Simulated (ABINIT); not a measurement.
# ZnS (F-43m): least direct gap against volume

The cell of ZnS (F-43m) is scaled evenly and the response computed anew at each volume, on one mesh.

Cell: a, b, c = 3.821, 3.821, 3.821 Å (primitive vectors), 2 atoms.

Method: ABINIT 10.8.3, LDA, independent particles, k-mesh 11×11×11, Lorentzian half width 0.04 eV.

Launch of the response step: `optic optic.abi`. The series took 12.8 min in all, its band step included, on 4 threads of AMD EPYC (Zen 3) (shared host).

```tsv
V/V₀	V (Å³, primitive cell)	least direct gap (eV)
0.94	37.09	2.132
0.97	38.27	1.992
1.00	39.45	1.858
1.03	40.64	1.730
1.06	41.82	?
```

For small changes the quantity should be close to linear in ln V.

Working, on the rows shown:

| x = ln(V/V₀) | y = least direct gap |
| --- | --- |
| -0.0618754 | 2.132 |
| -0.0304592 | 1.992 |
| 0 | 1.858 |
| 0.0295588 | 1.73 |

Means: x̄ = -0.015694, ȳ = 1.928. Σ(x − x̄)(y − ȳ) = -0.02042, Σ(x − x̄)² = 0.004645. Slope = -0.02042 / 0.004645 = -4.397; intercept = ȳ − slope · x̄ = 1.859. The line misses the rows shown by at most 0.00099 eV.

Question: Predict the last column of the withheld row from the fit.

Answer: At x = 0.058269 the line gives y = 1.6028 eV. The run gave 1.608 eV, so the extrapolation is off by 0.0052 eV, 1.0 % of the range in the table.

Between the rows on either side of x = 0 the slope is (1.73 − 1.992) / (0.029559 − (-0.030459)) = -4.365. That is a volume deformation potential of -4.4 eV: the least direct gap on this mesh widens by 44 meV for each per cent of compression. The cell comes from an older database entry, whose edges can be off by a per cent or so. LDA gaps are as a rule too small.

[Logs are printed without paths, hosts, clocks, repeated set-up lines and the standing remarks that a program may print on its own settings, such as how far it seeks lower states.]
